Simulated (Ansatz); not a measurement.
# Si on Fe(100): change of the work function

Aim: the work function of Fe(100) at several coverages of Si (hollow site), and the dipole that each adsorbate carries.

Program: Ansatz 0.2.0. Level of theory: plane-wave DFT, PBE, Ansatz PAW. Results are calculated unless marked as measured.

### 1. Starting point

The cell holds 5 atoms: 5 Fe. Cell: a = 2.870 Å, b = 2.870 Å, c = 23.740 Å, α = 90.0°, β = 90.0°, γ = 90.0°. Vacuum lies along c.

### 2. The clean slab

The bare slab comes first, as the zero from which every change is counted. The two lowest layers are held at bulk places and the upper ones relax. The dipole correction removes the false field that a one-sided slab makes across the periodic vacuum, so each face gets a flat vacuum level of its own.

input.yaml

```yaml
crystal:
  lattice:
    - [2.87, 0.0, 0.0]
    - [0.0, 2.87, 0.0]
    - [0.0, 0.0, 23.74]
  atoms:
    - { symbol: Fe, position: [0.0, 0.0, 0.3791069924], spin: 2.5 }
    - { symbol: Fe, position: [0.5, 0.5, 0.4395534962], spin: 2.5 }
    - { symbol: Fe, position: [0.0, 0.0, 0.5], spin: 2.5 }
    - { symbol: Fe, position: [0.5, 0.5, 0.5604465038], spin: 2.5 }
    - { symbol: Fe, position: [0.0, 0.0, 0.6208930076], spin: 2.5 }
magnetization:
  spin_polarized: true
kpoints:
  mp_grid: { grid: [10, 10, 1] }
hamiltonian:
  xc: pbe
scf:
  occupations: { method: fermi_dirac, width: 0.1 }
  convergence: { dr2_threshold: 1.0e-08 }
efield:
  axis: 3
  dipole_correction: true
  ramp_position: 0.97
  ramp_width: 0.06
relax:
  f_tol: 0.02
  max_steps: 60
  constraints: [{ sites: [0, 1] }]
output:
  write_potential: true
  write_density: true
  volumetric_format: npy
```

Started as:

```console
$ ansatz run input.yaml --threads 4 --pin off --max-ram 12288MiB --backend cpu --events-out ev --progress --plain --runs-dir out
```

Numbers of over 12 decimals in the logs are rounded to 6 here.

Output:

```text
Engine: ansatz 0.2.0, aarch64-unknown-linux-gnu
Pseudopotentials: kind: paw
Pseudopotential: Fe, paw, valence charge 16, recommended cutoff 420 eV (normal), Fe.paw.azcp
Functional definition: PBE
  parameter kappa = 0.804
  parameter beta = 0.066725
  exchange = pbe_x(kappa = kappa, mu = beta*pi^2/3)
  correlation = pbe_c(beta = beta)
Crystal: 5 atoms, lattice volume = 195.544 Å³
Basis set: ecut = 420 eV, 3827 PW (Γ), exchange–correlation on 40×40×320 points (8 copies of the dense FFT grid, shifted against one another)
Bands: 56, of which v1, the nominal top of the filled ones, is band 40 counted from 1 (39 counted from 0)
Symmetry: 8 space group operations
k-points: 21 of 100
Non-local potential: Fe, projectors of the file, l = 0: 3, l = 1: 2, l = 2: 3, l = 3: 1
PAW form: soft (Blöchl's): semilocal exchange-correlation on the pseudo side does not see the compensation charge
PAW one-centre angular grid: Fe, 590 points (default); XC on 64 Gauss nodes
Initial density: superposition of atomic densities (neutral atoms: chi_scale 0, normalization atom)
Starting moments: Σ|m| = 12.5 μB on 5 of 5 sites
Initial wavefunctions: pseudopotential atomic-orbital guess
Functional: x = pbe(κ = 0.804, μ = 0.219515), c = pbe(β = 0.066725)
SCF iter   1: F=—  HF=-22399.003503 eV  |F-HF|=—  |Δ(HF+E_count)|=         —  Δρ=4.37e-2 (↑1.80e-2 ↓4.37e-2)  dr2=1.35e1  dr2_m=1.15e0  M=12.634 μB ∫|m|=12.767 μB  β_m=1.00  ethr=3.10e-3  p=0.000 e·Å  D=1.02e-13 V/Å  ΔV_dip=-0.00 eV  dr2_dipole=4.20e-8  V_vac-E_F(+/−)=7.33/7.33 eV  ⟨swp⟩=10.5  Hψ=12217  notcnv=0  defer=27
Mixer restart at iter 1: flushing history
efield: sawtooth ramp at fractional position 0.9700 (set: `efield.ramp_position`, or a place that a band, a saddle search or an elastic batch's reference lends), width 0.0600; the density the first Hamiltonian is built on has a dipole p = 0.000 e·Å; the dipole correction subtracts the counter field D = 1.02e-13 V/Å, which shifts the + side's vacuum level by -0.00 eV against the − side's; the planar-averaged density in the ramp window peaks in size at 5.2e-7 e/Å³
preconditioner: auto → LDOS  [metal: Δε(μ)=0.007 eV  Ē_g=6.349 eV  σ=0.100 eV  W_gap=0.02  n_scr=44 (ndim 8)  ℏωp=16.8 eV  f_vac=0.612  D(μ)=7.07/eV (n_scr^D=62)]
spin=Collinear: LDOS preconditioning applied to the charge; magnetization (m = ρ↑ − ρ↓) channel mixes plain (no charge-response kernel on spin).
SCF iter   2: F=—  HF=-22397.245950 eV  |F-HF|=—  |Δ(HF+E_count)|=    1.76e0  Δρ=1.34e-2 (↑1.34e-2 ↓1.11e-2)  dr2=2.59e0  dr2_m=1.32e-1  M=12.888 μB ∫|m|=13.263 μB  β_m=0.36  ethr=3.10e-3  p=-0.000 e·Å  D=-2.88e-6 V/Å  ΔV_dip=0.00 eV  dr2_dipole=3.54e-10  V_vac-E_F(+/−)=5.73/5.73 eV  ⟨swp⟩=3.1  Hψ=4350  notcnv=0  defer=109
density mixer auto → msr1: a metal under ldos (density of states about μ 2.82 of a free-electron gas's, 44 screened modes)
SCF iter   3: F=—  HF=-22398.654338 eV  |F-HF|=—  |Δ(HF+E_count)|=    1.41e0  Δρ=6.93e-3 (↑6.93e-3 ↓4.42e-3)  dr2=2.25e-1  dr2_m=2.80e-2  M=12.936 μB ∫|m|=13.432 μB  β_m=0.46  ethr=3.10e-3  p=-0.000 e·Å  D=-2.69e-6 V/Å  ΔV_dip=0.00 eV  dr2_dipole=1.02e-10  V_vac-E_F(+/−)=4.59/4.59 eV  ⟨swp⟩=2.8  Hψ=3467  notcnv=0  defer=109
SCF iter   4: F=—  HF=-22399.651566 eV  |F-HF|=—  |Δ(HF+E_count)|=         —  Δρ=7.29e-3 (↑7.29e-3 ↓5.75e-3)  dr2=4.31e-2  dr2_m=6.48e-2  M=13.322 μB ∫|m|=13.873 μB  β_m=0.46  ethr=2.81e-4  p=-0.000 e·Å  D=-2.74e-6 V/Å  ΔV_dip=0.00 eV  dr2_dipole=8.19e-10  V_vac-E_F(+/−)=3.98/3.98 eV  ⟨swp⟩=3.2  Hψ=4234  notcnv=0  defer=104
SCF iter   5: F=—  HF=-22399.843925 eV  |F-HF|=—  |Δ(HF+E_count)|=   1.92e-1  Δρ=3.26e-3 (↑3.26e-3 ↓2.72e-3)  dr2=1.19e-2  dr2_m=1.36e-2  M=13.297 μB ∫|m|=13.869 μB  β_m=0.64  ethr=5.39e-5  p=0.000 e·Å  D=1.58e-7 V/Å  ΔV_dip=-0.00 eV  dr2_dipole=1.92e-10  V_vac-E_F(+/−)=3.79/3.79 eV  ⟨swp⟩=2.6  Hψ=4896  notcnv=0  defer=103
SCF iter   6: F=—  HF=-22399.878917 eV  |F-HF|=—  |Δ(HF+E_count)|=   3.50e-2  Δρ=2.03e-3 (↑2.03e-3 ↓1.44e-3)  dr2=5.84e-3  dr2_m=3.98e-3  M=13.344 μB ∫|m|=13.919 μB  β_m=0.73  ethr=1.49e-5  p=0.000 e·Å  D=4.60e-7 V/Å  ΔV_dip=-0.00 eV  dr2_dipole=5.46e-12  V_vac-E_F(+/−)=3.83/3.83 eV  ⟨swp⟩=2.6  Hψ=4731  notcnv=0  defer=105
SCF iter   7: F=—  HF=-22399.879975 eV  |F-HF|=—  |Δ(HF+E_count)|=   1.06e-3  Δρ=5.22e-4 (↑5.22e-4 ↓3.80e-4)  dr2=5.49e-4  dr2_m=1.84e-4  M=13.333 μB ∫|m|=13.913 μB  β_m=0.76  ethr=7.30e-6  p=0.000 e·Å  D=4.57e-7 V/Å  ΔV_dip=-0.00 eV  dr2_dipole=3.33e-14  V_vac-E_F(+/−)=3.82/3.82 eV  ⟨swp⟩=2.1  Hψ=4009  notcnv=0  defer=105
SCF iter   8: F=—  HF=-22399.880296 eV  |F-HF|=—  |Δ(HF+E_count)|=   3.21e-4  Δρ=2.47e-4 (↑2.47e-4 ↓2.37e-4)  dr2=2.20e-4  dr2_m=3.22e-5  M=13.336 μB ∫|m|=13.918 μB  β_m=0.72  ethr=6.87e-7  p=0.000 e·Å  D=2.62e-7 V/Å  ΔV_dip=-0.00 eV  dr2_dipole=1.33e-11  V_vac-E_F(+/−)=3.83/3.83 eV  ⟨swp⟩=3.4  Hψ=4943  notcnv=0  defer=106
SCF iter   9: F=—  HF=-22399.880313 eV  |F-HF|=—  |Δ(HF+E_count)|=   1.73e-5  Δρ=9.58e-5 (↑8.22e-5 ↓9.58e-5)  dr2=2.78e-5  dr2_m=8.75e-6  M=13.339 μB ∫|m|=13.921 μB  β_m=0.86  ethr=2.75e-7  p=0.000 e·Å  D=8.24e-8 V/Å  ΔV_dip=-0.00 eV  dr2_dipole=1.96e-11  V_vac-E_F(+/−)=3.83/3.83 eV  ⟨swp⟩=2.1  Hψ=3752  notcnv=0  defer=110
SCF iter  10: F=—  HF=-22399.880329 eV  |F-HF|=—  |Δ(HF+E_count)|=   1.57e-5  Δρ=6.14e-5 (↑6.14e-5 ↓2.52e-5)  dr2=1.06e-5  dr2_m=1.01e-6  M=13.340 μB ∫|m|=13.922 μB  β_m=0.75  ethr=3.47e-8  p=0.000 e·Å  D=9.23e-8 V/Å  ΔV_dip=-0.00 eV  dr2_dipole=3.20e-11  V_vac-E_F(+/−)=3.83/3.83 eV  ⟨swp⟩=2.1  Hψ=4072  notcnv=0  defer=110
SCF iter  11: F=—  HF=-22399.880327 eV  |F-HF|=—  |Δ(HF+E_count)|=   2.05e-6  Δρ=3.46e-5 (↑3.46e-5 ↓2.11e-5)  dr2=3.10e-6  dr2_m=4.92e-7  M=13.340 μB ∫|m|=13.922 μB  β_m=0.69  ethr=1.32e-8  p=-0.000 e·Å  D=-5.77e-9 V/Å  ΔV_dip=0.00 eV  dr2_dipole=6.91e-12  V_vac-E_F(+/−)=3.83/3.83 eV  ⟨swp⟩=2.4  Hψ=3919  notcnv=0  defer=110
SCF iter  12: F=—  HF=-22399.880327 eV  |F-HF|=—  |Δ(HF+E_count)|=   2.25e-7  Δρ=4.89e-6 (↑4.75e-6 ↓4.89e-6)  dr2=6.17e-8  dr2_m=2.70e-8  M=13.340 μB ∫|m|=13.922 μB  β_m=0.84  ethr=3.87e-9  p=0.000 e·Å  D=3.88e-8 V/Å  ΔV_dip=-0.00 eV  dr2_dipole=3.63e-12  V_vac-E_F(+/−)=3.84/3.84 eV  ⟨swp⟩=2.8  Hψ=3784  notcnv=0  defer=108
SCF iter  13: F=—  HF=-22399.880327 eV  |F-HF|=—  |Δ(HF+E_count)|=   9.23e-8  Δρ=1.66e-6 (↑1.66e-6 ↓1.08e-6)  dr2=9.88e-9  dr2_m=1.96e-9  M=13.340 μB ∫|m|=13.922 μB  β_m=0.87  ethr=7.72e-11  p=-0.000 e·Å  D=-4.16e-8 V/Å  ΔV_dip=0.00 eV  dr2_dipole=3.81e-12  V_vac-E_F(+/−)=3.84/3.84 eV  ⟨swp⟩=3.0  Hψ=4409  notcnv=0  defer=108
[...]
spin=Collinear: LDOS preconditioning applied to the charge; magnetization (m = ρ↑ − ρ↓) channel mixes plain (no charge-response kernel on spin).
SCF iter   2: F=—  HF=-22399.901306 eV  |F-HF|=—  |Δ(HF+E_count)|=   5.65e-3  Δρ=7.65e-4 (↑7.18e-4 ↓7.65e-4)  dr2=5.65e-3  dr2_m=1.54e-4  M=13.227 μB ∫|m|=13.785 μB  β_m=0.32  ethr=2.71e-5  p=0.001 e·Å  D=5.24e-4 V/Å  ΔV_dip=-0.01 eV  dr2_dipole=6.35e-4  V_vac-E_F(+/−)=3.82/3.83 eV  ⟨swp⟩=2.0  Hψ=3723  notcnv=0  defer=107
density mixer auto → msr1: a metal under ldos (density of states about μ 2.50 of a free-electron gas's, 44 screened modes)
SCF iter   3: F=—  HF=-22399.900967 eV  |F-HF|=—  |Δ(HF+E_count)|=   3.39e-4  Δρ=7.20e-4 (↑7.20e-4 ↓3.88e-4)  dr2=1.64e-3  dr2_m=3.29e-4  M=13.224 μB ∫|m|=13.780 μB  β_m=0.59  ethr=7.06e-6  p=0.001 e·Å  D=5.33e-4 V/Å  ΔV_dip=-0.01 eV  dr2_dipole=2.23e-4  V_vac-E_F(+/−)=3.82/3.83 eV  ⟨swp⟩=1.4  Hψ=2453  notcnv=0  defer=108
SCF iter   4: F=—  HF=-22399.901537 eV  |F-HF|=—  |Δ(HF+E_count)|=   5.70e-4  Δρ=3.39e-4 (↑3.39e-4 ↓1.78e-4)  dr2=2.35e-4  dr2_m=1.05e-4  M=13.220 μB ∫|m|=13.775 μB  β_m=0.69  ethr=2.05e-6  p=-0.000 e·Å  D=-7.02e-5 V/Å  ΔV_dip=0.00 eV  dr2_dipole=7.90e-5  V_vac-E_F(+/−)=3.83/3.83 eV  ⟨swp⟩=2.0  Hψ=3512  notcnv=0  defer=108
SCF iter   5: F=—  HF=-22399.901521 eV  |F-HF|=—  |Δ(HF+E_count)|=   1.63e-5  Δρ=1.20e-4 (↑8.78e-5 ↓1.20e-4)  dr2=3.60e-5  dr2_m=8.21e-6  M=13.220 μB ∫|m|=13.776 μB  β_m=0.72  ethr=2.94e-7  p=-0.001 e·Å  D=-6.31e-4 V/Å  ΔV_dip=0.01 eV  dr2_dipole=3.01e-7  V_vac-E_F(+/−)=3.85/3.83 eV  ⟨swp⟩=2.5  Hψ=4012  notcnv=0  defer=108
SCF iter   6: F=—  HF=-22399.901529 eV  |F-HF|=—  |Δ(HF+E_count)|=   8.21e-6  Δρ=1.37e-4 (↑1.37e-4 ↓4.35e-5)  dr2=3.25e-5  dr2_m=8.16e-6  M=13.219 μB ∫|m|=13.774 μB  β_m=0.62  ethr=4.50e-8  p=-0.001 e·Å  D=-8.22e-4 V/Å  ΔV_dip=0.02 eV  dr2_dipole=1.75e-6  V_vac-E_F(+/−)=3.85/3.83 eV  ⟨swp⟩=2.6  Hψ=4456  notcnv=0  defer=107
SCF iter   7: F=—  HF=-22399.901519 eV  |F-HF|=—  |Δ(HF+E_count)|=   1.03e-5  Δρ=2.52e-5 (↑2.52e-5 ↓1.43e-5)  dr2=9.01e-7  dr2_m=5.91e-7  M=13.220 μB ∫|m|=13.774 μB  β_m=0.75  ethr=4.06e-8  p=-0.001 e·Å  D=-9.66e-4 V/Å  ΔV_dip=0.02 eV  dr2_dipole=1.26e-7  V_vac-E_F(+/−)=3.85/3.83 eV  ⟨swp⟩=2.4  Hψ=3818  notcnv=0  defer=107
SCF iter   8: F=—  HF=-22399.901519 eV  |F-HF|=—  |Δ(HF+E_count)|=   3.88e-7  Δρ=1.53e-5 (↑1.53e-5 ↓1.23e-5)  dr2=8.67e-7  dr2_m=1.17e-7  M=13.220 μB ∫|m|=13.774 μB  β_m=0.63  ethr=1.13e-9  p=-0.001 e·Å  D=-1.03e-3 V/Å  ΔV_dip=0.02 eV  dr2_dipole=2.45e-8  V_vac-E_F(+/−)=3.86/3.83 eV  ⟨swp⟩=2.6  Hψ=4448  notcnv=0  defer=107
SCF iter   9: F=—  HF=-22399.901519 eV  |F-HF|=—  |Δ(HF+E_count)|=   8.38e-8  Δρ=4.37e-6 (↑2.92e-6 ↓4.37e-6)  dr2=6.66e-8  dr2_m=1.32e-8  M=13.220 μB ∫|m|=13.774 μB  β_m=0.62  ethr=1.08e-9  p=-0.001 e·Å  D=-1.05e-3 V/Å  ΔV_dip=0.02 eV  dr2_dipole=5.86e-9  V_vac-E_F(+/−)=3.86/3.83 eV  ⟨swp⟩=2.2  Hψ=3660  notcnv=0  defer=107
SCF iter  10: F=—  HF=-22399.901519 eV  |F-HF|=—  |Δ(HF+E_count)|=   1.79e-8  Δρ=3.84e-6 (↑3.84e-6 ↓1.51e-6)  dr2=3.15e-8  dr2_m=3.97e-9  M=13.220 μB ∫|m|=13.774 μB  β_m=0.51  ethr=8.32e-11  p=-0.001 e·Å  D=-1.05e-3 V/Å  ΔV_dip=0.02 eV  dr2_dipole=2.77e-10  V_vac-E_F(+/−)=3.86/3.83 eV  ⟨swp⟩=2.7  Hψ=4182  notcnv=0  defer=107
SCF iter  11: F=—  HF=-22399.901519 eV  |F-HF|=—  |Δ(HF+E_count)|=   7.20e-9  Δρ=7.34e-7 (↑7.34e-7 ↓6.39e-7)  dr2=1.19e-9  dr2_m=3.53e-10  M=13.220 μB ∫|m|=13.774 μB  β_m=0.50  ethr=3.93e-11  p=-0.001 e·Å  D=-1.06e-3 V/Å  ΔV_dip=0.03 eV  dr2_dipole=1.50e-12  V_vac-E_F(+/−)=3.86/3.83 eV  ⟨swp⟩=2.6  Hψ=3973  notcnv=0  defer=107
SCF iter  12: F=-22399.901519 eV  HF=-22399.901519 eV  |F-HF|=2.99e-9  |Δ(HF+E_count)|=   6.75e-9  Δρ=1.27e-6 (↑3.93e-7 ↓1.27e-6)  dr2=7.26e-9  dr2_m=5.34e-10  M=13.220 μB ∫|m|=13.774 μB  ethr=1.49e-12  p=-0.001 e·Å  D=-1.05e-3 V/Å  ΔV_dip=0.03 eV  dr2_dipole=5.10e-10  V_vac-E_F(+/−)=3.86/3.83 eV  ⟨swp⟩=5.6  Hψ=12911  notcnv=0
SCF 3 converged in 12 iterations: F = -22399.901519 eV  dr2 = 7.26e-9
relax step   3: F+E_penalty+E_count = -22399.90151905 eV  Δ(F+E_penalty+E_count) = -6.180e-3 eV  max|allowed force component| = 1.748e-2 eV/Å  Δτ_max = 0.0544 Å  (12 SCF iters, accepted)
NSCF: frozen V_eff on 21 k-points
the band table was solved once a step of the walk had ended and its energy, with any forces and stress, was formed, with the checks that follow a solve (13246 applications of the Hamiltonian). They found nothing against the state; the energy, forces and stress were not computed again (output.eigenvalues in the input reference)
WARN: The output density's exchange-correlation potential varies sharply where the density is thin. Do not read a vacuum level from v_tot or v_xc, or from such a field of the output density. On a cell that repeats whose density bears no net charge and no dipole along the vacuum's axis use v_es (v_loc + v_h of the components); under efield.dipole_correction with no amplitude use v_es + v_field, which holds any externa [...]
SCF converged after 12 iterations
Magnetization: 13.2196 μB (46.6098 up, 33.3902 down)
Absolute magnetization: 13.7748 μB (∫|ρ↑−ρ↓|, with the PAW one-centre terms)
Spin contamination: 0.2269 ħ² per cell (⟨S²⟩ above its minimum at these occupations)
Per-site moments (μB) at R_I (Å): [(2.971256, 1.025266), (2.378410, 1.021198), (2.502540, 1.021198), (2.306174, 1.004049), (2.917643, 1.004049)]
Free energy (F): -22399.901519 eV
Harris-Foulkes:  -22399.901519 eV  (|F-HF|=2.99e-9)
Internal energy: -22399.717438 eV  (E = F + TS)
E sigma→0 (E₀):  -22399.809479 eV
Entropy (-TS):   -0.184081 eV (-36.816 meV/atom)
Fermi energy:    2.830636 eV
Dipole field:    D = -0.001086 V/Å  (p = -0.001173 e·Å, saw-weighted, corrected)
Work function:   Φ+ = 3.8562 eV   Φ− = 3.8304 eV
Levels:          The Fermi level and band energies are counted from a zero that moves with the ramp; work functions are not
--- Per-component energies (eV) ---
  E_band       = -2318.881931
  E_kinetic    = 1740.074507
  E_local      = -149140.443791  (includes V_loc(G=0)·N_el)
  E_nonlocal   = 1108.494206
  E_hartree    = 73116.063402
  E_xc         = -582.133596
  E_vxc        = -749.021399  (∫ρ·V_xc dr)
  E_paw        = -6841.218724  (= ΣΔE_a)
  E_vpaw       = -1510.109344  (= ΣTr[D̂ρ^β])
  E_aug_tail   = 0.004031  (compensation charges beyond the density's cutoff)
  E_efield     = 0.000001  (sawtooth field / dipole correction)
  E_vefield    = -0.002345  (∫n·V_field dr)
  E_ewald      = 58199.442526
  E_smearing   = -0.184081  (= −TS)
  E_closure    = -0.000000  (closes the sum)
  Σ components = -22399.901519   (vs F -22399.901519, Δ=0.00e0)
--- Forces (eV/Å), atoms counted from 1 ---
  atom   1  Fe     0.00000000     0.00000000     0.44641193
  atom   2  Fe     0.00000000     0.00000000    -0.44525862
  atom   3  Fe     0.00000000     0.00000000    -0.00422702
  atom   4  Fe     0.00000000     0.00000000    -0.01439275
  atom   5  Fe     0.00000000     0.00000000     0.01747691
  max |Σ_I F_I| component: 1.05e-5 eV/Å
--- Band table (eV; the first three rows and the last of 42) ---
  k-point 0 ↑: bands = [... 36 lower, 0.7054, 0.8088, 0.9244, 1.2657, 1.4139, 1.4694, 1.4694, 1.8781, ... 12 higher]
  k-point 1 ↑: bands = [... 36 lower, 0.9404, 0.9430, 0.9953, 1.1268, 1.4384, 1.4458, 1.7296, 1.8519, ... 12 higher]
  k-point 2 ↑: bands = [... 36 lower, 1.0355, 1.0810, 1.1540, 1.3622, 1.4440, 1.4691, 1.8594, 1.8829, ... 12 higher]
  k-point 20 ↓: bands = [... 36 lower, 4.1769, 4.5081, 4.6201, 4.6580, 4.6787, 4.7452, 4.7685, 4.8144, ... 12 higher]
--- Relaxed structure (3 steps of the walk, 3 accepted, 0 SCFs on fresh bases) ---
  F+E_penalty+E_count = -22399.90151905 eV   max|allowed force component| = 1.748e-2 eV/Å
  atoms:
    - { symbol: Fe, position: [0.0, 0.0, 0.3791069924] }
    - { symbol: Fe, position: [0.5, 0.5, 0.4395534962] }
    - { symbol: Fe, position: [0, 0.0, 0.499278] }
    - { symbol: Fe, position: [0.5, 0.5, 0.559881] }
    - { symbol: Fe, position: [0, 0.0, 0.616492] }
```

Wall time 52 s (4 threads of Arm Neoverse V1, shared host); peak memory 0.72 GiB; 3.4 min of CPU time.

Step by step:

| step | energy less that of the first step (eV) | largest force component (eV/Å) |
| --- | --- | --- |
| 1 | 0.0000 | 0.4526 |
| 2 | -0.0150 | 0.2499 |
| 3 | -0.0212 | 0.0175 |

The run keeps the 8 symmetry operations that it works with, so distortions that break them were not tested.

The atoms that moved most (Å):

| atom | dx | dy | dz | length |
| --- | --- | --- | --- | --- |
| Fe5 | 0.000 | 0.000 | -0.104 | 0.104 |
| Fe3 | 0.000 | 0.000 | -0.017 | 0.017 |
| Fe4 | 0.000 | 0.000 | -0.013 | 0.013 |

Final coordinates:

```xyz
5
Lattice="2.8700 0.0000 0.0000 0.0000 2.8700 0.0000 0.0000 0.0000 23.7400" Properties=species:S:1:pos:R:3
Fe    0.0000    0.0000    9.0000
Fe    1.4350    1.4350   10.4350
Fe    0.0000    0.0000   11.8529
Fe    1.4350    1.4350   13.2916
Fe    0.0000    0.0000   14.6355
```

This step gave:

```
energy at zero smearing        : -22399.8095 eV
total moment                   : 13.22 μB
site moments                   : 2.971, 2.378, 2.503, 2.306, 2.918 μB
work function, upper face      : 3.856 eV
work function, lower face      : 3.830 eV
dipole along the normal        : -0.001173 e·Å
step between the vacuum levels : 0.02578 eV
```

Running mean over 1.435 Å of the planar mean; the ramp of the sawtooth is left out. The electron's electrostatic potential energy less the Fermi level by z:

| z (Å) | electron's electrostatic potential energy less the Fermi level (eV) |
| --- | --- |
| 3.0 | 3.83 |
| 3.5 | 3.83 |
| 4.0 | 3.83 |
| 4.5 | 3.83 |
| 5.0 | 3.83 |
| 5.5 | 3.82 |
| 6.0 | 3.79 |
| 6.5 | 3.70 |
| 7.0 | 3.41 |
| 7.5 | 2.41 |
| 8.0 | -0.871 |
| 8.5 | -5.84 |
| 9.0 | -9.01 |
| 9.5 | -9.59 |
| 10.0 | -9.60 |
| 10.5 | -9.62 |
| 11.0 | -9.71 |
| 11.5 | -9.67 |
| 12.0 | -9.56 |
| 12.5 | -9.52 |
| 13.0 | -9.63 |
| 13.5 | -10.2 |
| 14.0 | -10.5 |
| 14.5 | -9.82 |
| 15.0 | -7.06 |
| 15.5 | -2.15 |
| 16.0 | 1.87 |
| 16.5 | 3.28 |
| 17.0 | 3.68 |
| 17.5 | 3.80 |
| 18.0 | 3.84 |
| 18.5 | 3.85 |
| 19.0 | 3.85 |
| 19.5 | 3.86 |
| 20.0 | 3.86 |
| 20.5 | 3.86 |

Site moment by atom:

| atom | site moment (μB) |
| --- | --- |
| Fe1 | 2.97 |
| Fe2 | 2.38 |
| Fe3 | 2.50 |
| Fe4 | 2.31 |
| Fe5 | 2.92 |

The relaxation took 3 steps and lowered the energy by 0.021 eV; the largest force on the free atoms ends at 0.017 eV/Å.

The work function of the upper face is 3.86 eV.

(Continued in part 2 of 5.)

[Logs are printed without paths, hosts, clocks, repeated set-up lines and the standing remarks that a program may print on its own settings, such as how far it seeks lower states.]

[Hosts, paths, dates, database ids (printed as entryN), source tags and the programs' standing remarks are cut or masked in the printed files.]

[Maps of the electrostatic potential energy from Ansatz leave out the sawtooth potential of an applied field or a dipole correction, so their vacuum need not be flat; planar profiles and work functions include it.]
